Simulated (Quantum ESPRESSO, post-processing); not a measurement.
# Ru(0001), 5 layers against a metal electrode, stepped through the charge of the slab, part 4 of 4

What law, if any, do the results for Ru(0001), 5 layers against a metal electrode follow against the charge of the slab?

Quantum ESPRESSO 7.5; plane-wave DFT, PBE, GBRV ultrasoft pseudopotentials.

So far. Step 5 (Self-consistent run, 1 ×10¹³ e/cm²): Inside the slab this potential holds the local part of the pseudopotentials, which can be repulsive at the nuclei; only its value in the vacuum has a meaning of its own. Step 6 (SCF with pw.x, -1.5 ×10¹³ e/cm²): Inside the slab this potential holds the local part of the pseudopotentials, which can be repulsive at the nuclei; only its value in the vacuum has a meaning of its own.

### Step 7. Ground state, -3 ×10¹³ e/cm²

m0.esm.in reads:

```
&control
  prefix = 'm0.esm'
  outdir = './out'
  pseudo_dir = './pseudo'
  calculation = 'scf'
  tprnfor = .true.
/
&system
  ibrav = 0
  nat = 5
  ntyp = 1
  ecutwfc = 40
  ecutrho = 200
  occupations = 'smearing'
  smearing = 'mv'
  degauss = 0.02
  assume_isolated = 'esm'
  esm_bc = 'bc3'
  tot_charge = -0.01894
/
&electrons
  conv_thr = 1e-08
  mixing_beta = 0.25
  electron_maxstep = 160
  mixing_mode = 'local-TF'
  mixing_ndim = 12
  startingpot = 'file'
/
ATOMIC_SPECIES
  Ru  101.0700  ru_pbe_v1.2.uspp.F.UPF
CELL_PARAMETERS angstrom
  2.72024410200000 0.00000000000000 0.00000000000000
  1.36012205100000 2.35580049682679 0.00000000000000
  0.00000000000000 0.00000000000000 23.62295310377553
ATOMIC_POSITIONS crystal
  Ru  0.000000000000 0.000000000000 -0.115699874508
  Ru  0.666666666700 0.666666666700 -0.028253592408
  Ru  0.000000000000 0.000000000000 0.063497564992
  Ru  0.666666666700 0.666666666700 0.155248722392
  Ru  0.000000000000 0.000000000000 0.242695004492
K_POINTS automatic
  12 12 1 0 0 0
```

Run with:

```
$ cp -r out/m1.esm.save out/m0.esm.save
$ OMP_NUM_THREADS=1 mpirun -n 4 pw.x -nk 4 -in m0.esm.in > m0.esm.out
```

The program printed:

```text
[banner, memory and clock lines left out]
Program PWSCF v.7.5 starts
[...]
Message from routine setup:
[...]
number of electrons       =        80.02
     number of Kohn-Sham states=           48
     kinetic-energy cutoff     =      40.0000  Ry
     charge density cutoff     =     200.0000  Ry
[...]
number of k points=    19  Marzari-Vanderbilt smearing, width (Ry)=  0.0200
[...]
Dense  grid:    48843 G-vectors     FFT dimensions: (  24,  24, 216)
[...]
The initial density is read from file :
[...]
negative rho (up, down):  3.951E-01 0.000E+00
     Starting wfcs are   65 randomized atomic wfcs
[...]
negative rho (up, down):  3.955E-01 0.000E+00
[...]
estimated scf accuracy    <       5.12898657 Ry
[...]
negative rho (up, down):  3.963E-01 0.000E+00
[...]
estimated scf accuracy    <       0.26360751 Ry
[...]
negative rho (up, down):  3.969E-01 0.000E+00
[...]
estimated scf accuracy    <       0.01371819 Ry
[...]
negative rho (up, down):  3.984E-01 0.000E+00
[...]
estimated scf accuracy    <       0.00873472 Ry
[...]
negative rho (up, down):  3.976E-01 0.000E+00
[...]
estimated scf accuracy    <       0.00635116 Ry
[...]
negative rho (up, down):  3.967E-01 0.000E+00
[...]
estimated scf accuracy    <       0.00347044 Ry
[...]
negative rho (up, down):  3.966E-01 0.000E+00
[...]
estimated scf accuracy    <       0.00053025 Ry
[...]
negative rho (up, down):  3.966E-01 0.000E+00
[...]
estimated scf accuracy    <       0.00036777 Ry
[...]
negative rho (up, down):  3.966E-01 0.000E+00
[...]
estimated scf accuracy    <       0.00037066 Ry
[...]
negative rho (up, down):  3.965E-01 0.000E+00
[...]
estimated scf accuracy    <       0.00035060 Ry
[...]
negative rho (up, down):  3.965E-01 0.000E+00
[...]
estimated scf accuracy    <       0.00119571 Ry
[...]
negative rho (up, down):  3.962E-01 0.000E+00
[...]
estimated scf accuracy    <       0.00125630 Ry
[...]
negative rho (up, down):  3.962E-01 0.000E+00
[...]
estimated scf accuracy    <       0.00110454 Ry
[...]
negative rho (up, down):  3.959E-01 0.000E+00
[...]
estimated scf accuracy    <       0.00086268 Ry
[...]
negative rho (up, down):  3.955E-01 0.000E+00
[...]
estimated scf accuracy    <       0.00028709 Ry
[...]
negative rho (up, down):  3.954E-01 0.000E+00
[...]
estimated scf accuracy    <       0.00002124 Ry
[...]
negative rho (up, down):  3.953E-01 0.000E+00
[...]
estimated scf accuracy    <       0.00002827 Ry
[...]
negative rho (up, down):  3.950E-01 0.000E+00
[...]
estimated scf accuracy    <       0.00001918 Ry
[...]
negative rho (up, down):  3.951E-01 0.000E+00
[...]
estimated scf accuracy    <       0.00003892 Ry
[...]
negative rho (up, down):  3.951E-01 0.000E+00
[...]
estimated scf accuracy    <       0.00013132 Ry
[...]
negative rho (up, down):  3.950E-01 0.000E+00
[...]
estimated scf accuracy    <       0.00015634 Ry
[...]
negative rho (up, down):  3.951E-01 0.000E+00
[...]
estimated scf accuracy    <       0.00010175 Ry
[...]
negative rho (up, down):  3.951E-01 0.000E+00
[...]
estimated scf accuracy    <       0.00009766 Ry
[...]
negative rho (up, down):  3.951E-01 0.000E+00
[...]
estimated scf accuracy    <       0.00001406 Ry
[...]
negative rho (up, down):  3.951E-01 0.000E+00
[...]
estimated scf accuracy    <       0.00000111 Ry
[...]
negative rho (up, down):  3.951E-01 0.000E+00
[...]
estimated scf accuracy    <       0.00000217 Ry
[...]
negative rho (up, down):  3.951E-01 0.000E+00
[...]
estimated scf accuracy    <       0.00000098 Ry
[...]
negative rho (up, down):  3.951E-01 0.000E+00
[...]
estimated scf accuracy    <       0.00000453 Ry
[...]
negative rho (up, down):  3.951E-01 0.000E+00
[...]
estimated scf accuracy    <       0.00000331 Ry
[...]
negative rho (up, down):  3.951E-01 0.000E+00
[...]
estimated scf accuracy    <       0.00000083 Ry
[...]
negative rho (up, down):  3.951E-01 0.000E+00
[...]
estimated scf accuracy    <       0.00000151 Ry
[...]
negative rho (up, down):  3.951E-01 0.000E+00
[...]
estimated scf accuracy    <       0.00000048 Ry
[...]
negative rho (up, down):  3.951E-01 0.000E+00
[...]
estimated scf accuracy    <       0.00000041 Ry
[...]
negative rho (up, down):  3.951E-01 0.000E+00
[...]
estimated scf accuracy    <       0.00000026 Ry
[...]
negative rho (up, down):  3.951E-01 0.000E+00
[...]
estimated scf accuracy    <       0.00000024 Ry
[...]
negative rho (up, down):  3.951E-01 0.000E+00
[...]
estimated scf accuracy    <       0.00000008 Ry
[...]
negative rho (up, down):  3.951E-01 0.000E+00
[...]
estimated scf accuracy    <       0.00000011 Ry
[...]
negative rho (up, down):  3.951E-01 0.000E+00
[...]
estimated scf accuracy    <       0.00000004 Ry
[...]
negative rho (up, down):  3.951E-01 0.000E+00
[...]
estimated scf accuracy    <       0.00000003 Ry
[...]
negative rho (up, down):  3.951E-01 0.000E+00
[...]
the Fermi energy is    -2.7393 ev
!    total energy              =    -971.14458238 Ry
     estimated scf accuracy    <          3.7E-09 Ry
     smearing contrib. (-TS)   =      -0.00196095 Ry
     internal energy E=F+TS    =    -971.14262143 Ry
[...]
one-electron contribution = -113902.23055501 Ry
     hartree contribution      =   56932.95124186 Ry
     xc contribution           =    -129.49119629 Ry
     ewald contribution        =   56127.62788802 Ry
     convergence has been achieved in  40 iterations
     negative rho (up, down):  3.951E-01 0.000E+00
[...]
Total force =     0.001959     Total SCF correction =     0.000553
[...]
```

Run time: 2.7 min. Hardware: 4 MPI ranks of Intel Xeon at 2.70GHz, shared host; peak memory 0.52 GiB; 11 min of CPU time.

Read from the output:

* Fermi energy: -2.739 eV
* vacuum line at the lower end of the cell, over the Fermi level: 4.970 eV
* slope of the potential above: -0.5387 eV/Å
* vacuum line at the upper end of the cell, over the Fermi level: 2.737 eV

Inside the slab this potential holds the local part of the pseudopotentials, which can be repulsive at the nuclei; only its value in the vacuum has a meaning of its own.

### Step 8. The series side by side

The series in one table:

```csv
the charge of the slab (positive: electrons removed),electrode's level over the Fermi level (eV),far face's level over the Fermi level (eV),field in the gap (eV/Å)
-3 ×10¹³ e/cm²,2.737,4.97,-0.5387
-1.5 ×10¹³ e/cm²,3.844,4.979,-0.2693
0 ×10¹³ e/cm²,4.971,4.964,0.0001343
1 ×10¹³ e/cm²,5.731,4.974,0.1797
2 ×10¹³ e/cm²,6.497,4.971,0.3596
3 ×10¹³ e/cm²,7.27,4.973,0.5391
4.5 ×10¹³ e/cm²,8.438,4.973,0.8087
6 ×10¹³ e/cm²,9.618,4.98,1.078
7 ×10¹³ e/cm²,10.41,4.983,1.258
8 ×10¹³ e/cm²,11.21,4.984,1.438
```

### Step 9. A check by hand

Last interval: C = Δσ/ΔV = 0.00099 e/Å² / 0.797 V × 1602 = 1.98 µF/cm².

### Step 10. Results

- mean capacitance at positive charge: 2.03 μF/cm²
- effective gap ε₀/C: 4.37 Å
- top atoms to electrode: 6.08 Å

In words: The series holds 10 members; mean capacitance at positive charge: 2.03 μF/cm²; effective gap ε₀/C: 4.37 Å; top atoms to electrode: 6.08 Å (PBE, GBRV ultrasoft). Interval by interval C lies between 1.98 and 2.14 µF/cm². The far face's level moves by 0.02 eV over the series: the slab screens like a metal, and averaged over the positive charges the image plane lies 1.71 Å above the top atoms. The labels count charge on the starting cell; on the relaxed cell the densities are 0.985 times as large. Vacuum fills the gap; ions don't answer the charge; added electrons can spill towards the electrode at the most negative charges.

[Logs are printed without paths, hosts, clocks, repeated set-up lines and the standing remarks that a program may print on its own settings, such as how far it seeks lower states.]

[Hosts, paths, dates, database ids (printed as entryN), source tags and the programs' standing remarks are cut or masked in the printed files.]

[Maps of the electrostatic potential energy from Ansatz leave out the sawtooth potential of an applied field or a dipole correction, so their vacuum need not be flat; planar profiles and work functions include it.]
